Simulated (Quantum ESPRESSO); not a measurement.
**BP (F-43m): the optical phonon under strain**

Wanted: the shift of the optical mode of BP (F-43m) in a strained (001) layer.

Calculated with Quantum ESPRESSO 7.5; DFT LDA, scalar-relativistic, plane waves, JTH PAW pseudopotentials.

### Step 1. Set-up

Symmetry: F-43m, No. 216, cubic system. Conventional cell: a = 4.490 Å, b = 4.490 Å, c = 4.490 Å, α = 90.00°, β = 90.00°, γ = 90.00°. Nearest to B lie 4 P at 1.94 Å. Nearest to P lie 4 B at 1.94 Å. Farther neighbours are not listed.

Structure file:

```cif
data_structure
_symmetry_space_group_name_H-M 'P 1'
_symmetry_Int_Tables_number 1
_cell_length_a 3.1746
_cell_length_b 3.1746
_cell_length_c 3.1746
_cell_angle_alpha 60.000
_cell_angle_beta 60.000
_cell_angle_gamma 60.000
_cell_volume 22.62
loop_
_atom_site_label
_atom_site_type_symbol
_atom_site_fract_x
_atom_site_fract_y
_atom_site_fract_z
_atom_site_occupancy
B1 B 0.00000 0.00000 0.00000 1
P2 P 0.25000 0.25000 0.25000 1
```

This is the cell after its relaxation at this level of theory, not the database cell from which that began.

### Step 2. Uniaxial strain

The relaxed cell is stretched along z alone. This keeps all atoms on sites fixed by symmetry and splits the threefold mode into a singlet, polarised along z, and a doublet. The macroscopic field is left out, so these are transverse modes. Cutoff 50 Ry, k mesh 12×12×12.

From the response at ε_zz = 0.01:

Log:

```text
[banners, grids, parts of the stress and lines that vanish by symmetry left out]
Program PHONON v.7.5
     Reading xml data from directory:

[...]
Exchange-correlation= PW
                           (   1   4   0   0   0   0   0)
[...]
kinetic-energy cut-off    =      50.0000  Ry
     charge density cut-off    =     400.0000  Ry
     convergence threshold     =      1.0E-18
[...]
Exchange-correlation= PW
                           (   1   4   0   0   0   0   0)
[...]
q = (   0.0000000   0.0000000   0.0000000 )
      9 Sym.Ops. (with q -> -q+G )
     G cutoff =  368.3216  (  20779 G-vectors)     FFT grid: ( 40, 40, 40)
     G cutoff =  184.1608  (   7407 G-vectors)  smooth grid: ( 27, 27, 27)
     number of k points=   163
[...]
Mode symmetry, D_2d (-42m) point group:
[...]
Representation #   1 mode #   1
[...]
End of self-consistent calculation
     Convergence has been achieved
     Representation #   2 mode #   2
[...]
End of self-consistent calculation
     Convergence has been achieved
     Representation #   3 modes #   3   4
[...]
End of self-consistent calculation
     Convergence has been achieved
     Representation #   4 modes #   5   6
[...]
End of self-consistent calculation
     Convergence has been achieved
[...]
q = (    0.000000000   0.000000000   0.000000000 )
[...]
freq (    1) =      -0.016283 [THz] =      -0.543147 [cm-1]
     freq (    2) =      -0.016283 [THz] =      -0.543147 [cm-1]
     freq (    3) =      -0.012047 [THz] =      -0.401860 [cm-1]
     freq (    4) =      24.361655 [THz] =     812.617339 [cm-1]
     freq (    5) =      24.380379 [THz] =     813.241899 [cm-1]
     freq (    6) =      24.380379 [THz] =     813.241899 [cm-1]
[...]
Mode symmetry, D_2d (-42m) point group:
     freq (   1-   2) =         -0.5  [cm-1]   --> E    X_5  W_3   I+R
     freq (   3-   3) =         -0.4  [cm-1]   --> B_2  X_3  W_2   I+R
     freq (   4-   4) =        812.6  [cm-1]   --> B_2  X_3  W_2   I+R
     freq (   5-   6) =        813.2  [cm-1]   --> E    X_5  W_3   I+R

   JOB DONE.
```

```
  ε_zz  singlet (cm⁻¹)  doublet (cm⁻¹)  σ_zz (GPa)  σ_xx (GPa)
 -0.01          829.81          829.53      -3.596      -0.853
-0.005          825.63          825.44      -1.772      -0.400
     0          821.37          821.37       0.033       0.033
 0.005          817.03          817.30       1.819       0.445
  0.01          812.62          813.24       3.586       0.838
```

Stress is counted positive in tension.

### Step 3. The fit

To first order ω² − ω₀² = p ε_zz + q (ε_xx + ε_yy) for the mode along z, and likewise for x and y. With ε_zz alone the singlet gives p and the doublet q.

The linear terms of parabolas through ω² are p = -2.09 ω₀² and q = -1.98 ω₀², with ω₀ = 821.4 cm⁻¹. Those of the stresses are C11 = 359 GPa and C12 = 85 GPa. Under hydrostatic strain p and q imply γ = −(p + 2q)/(6 ω₀²) = 1.01.

A layer held to an in-plane strain ε and free along z takes ε_zz = −2 (C12/C11) ε = -0.471 ε. To first order the singlet then shifts by (q − p C12/C11) ε / ω₀ = -1224 ε cm⁻¹. For ε = 0.006, ε_zz = -0.00283, the formulas for ω² predict 814.00 cm⁻¹ for the singlet and 813.59 cm⁻¹ for the doublet.

### Step 4. A biaxially strained cell

This run was no part of the fit.

Log:

```text
[banners, grids, parts of the stress and lines that vanish by symmetry left out]
[banner, memory and clock lines left out]
Program PHONON v.7.5

[...]
Exchange-correlation= PW
                           (   1   4   0   0   0   0   0)
[...]
kinetic-energy cut-off    =      50.0000  Ry
     charge density cut-off    =     400.0000  Ry
     convergence threshold     =      1.0E-18
[...]
Exchange-correlation= PW
                           (   1   4   0   0   0   0   0)
[...]
q = (   0.0000000   0.0000000   0.0000000 )
      9 Sym.Ops. (with q -> -q+G )
     G cutoff =  365.8208  (  20755 G-vectors)     FFT grid: ( 40, 40, 40)
     G cutoff =  182.9104  (   7367 G-vectors)  smooth grid: ( 27, 27, 27)
     number of k points=   163
[...]
Mode symmetry, D_2d (-42m) point group:
[...]
Representation #   1 mode #   1
[...]
End of self-consistent calculation
     Convergence has been achieved
     Representation #   2 mode #   2
[...]
End of self-consistent calculation
     Convergence has been achieved
     Representation #   3 modes #   3   4
[...]
End of self-consistent calculation
     Convergence has been achieved
     Representation #   4 modes #   5   6
[...]
End of self-consistent calculation
     Convergence has been achieved
[...]
q = (    0.000000000   0.000000000   0.000000000 )
[...]
freq (    1) =      -0.012433 [THz] =      -0.414717 [cm-1]
     freq (    2) =      -0.012433 [THz] =      -0.414717 [cm-1]
     freq (    3) =      -0.009073 [THz] =      -0.302636 [cm-1]
     freq (    4) =      24.389671 [THz] =     813.551860 [cm-1]
     freq (    5) =      24.389671 [THz] =     813.551860 [cm-1]
     freq (    6) =      24.406005 [THz] =     814.096697 [cm-1]
[...]
Mode symmetry, D_2d (-42m) point group:
     freq (   1-   2) =         -0.4  [cm-1]   --> E    X_5  W_3   I+R
     freq (   3-   3) =         -0.3  [cm-1]   --> B_2  X_3  W_2   I+R
     freq (   4-   5) =        813.6  [cm-1]   --> E    X_5  W_3   I+R
     freq (   6-   6) =        814.1  [cm-1]   --> B_2  X_3  W_2   I+R
```

```
   mode  predicted (cm⁻¹)  run (cm⁻¹)
singlet            814.00      814.10
doublet            813.59      813.55
```

The stress along z is 0.031 GPa and that in the plane 2.406 GPa; the unstrained cell carries 0.033 GPa.

### Step 5. Outcome

| Property | Result |
| --- | --- |
| p (in units of the squared frequency) | -2.093 |
| q (same units) | -1.983 |
| shift of the singlet per unit of biaxial strain | -1224 cm⁻¹ |
| C11 and C12 | 359 and 85 GPa |

What this shows: To first order, one per cent of tensile biaxial strain moves the singlet of BP (F-43m) by -12.2 cm⁻¹ and the doublet by -12.9 cm⁻¹; the formulas miss the test run by up to 0.10 cm⁻¹. In backscattering from (001) the mode polarised along z is the one seen in diamond and zinc-blende crystals; in a polar crystal it is the LO mode, whose potentials differ somewhat from these. The third potential, r, needs shear strain and a relaxation of the atoms, which was not run. These are harmonic values at zero temperature.

[Host names and launcher messages were left out of these logs when they were recorded.]

[Logs are printed without paths, hosts, clocks, repeated set-up lines and the standing remarks that a program may print on its own settings, such as how far it seeks lower states.]

[Hosts, paths, dates, database ids (printed as entryN), source tags and the programs' standing remarks are cut or masked in the printed files.]
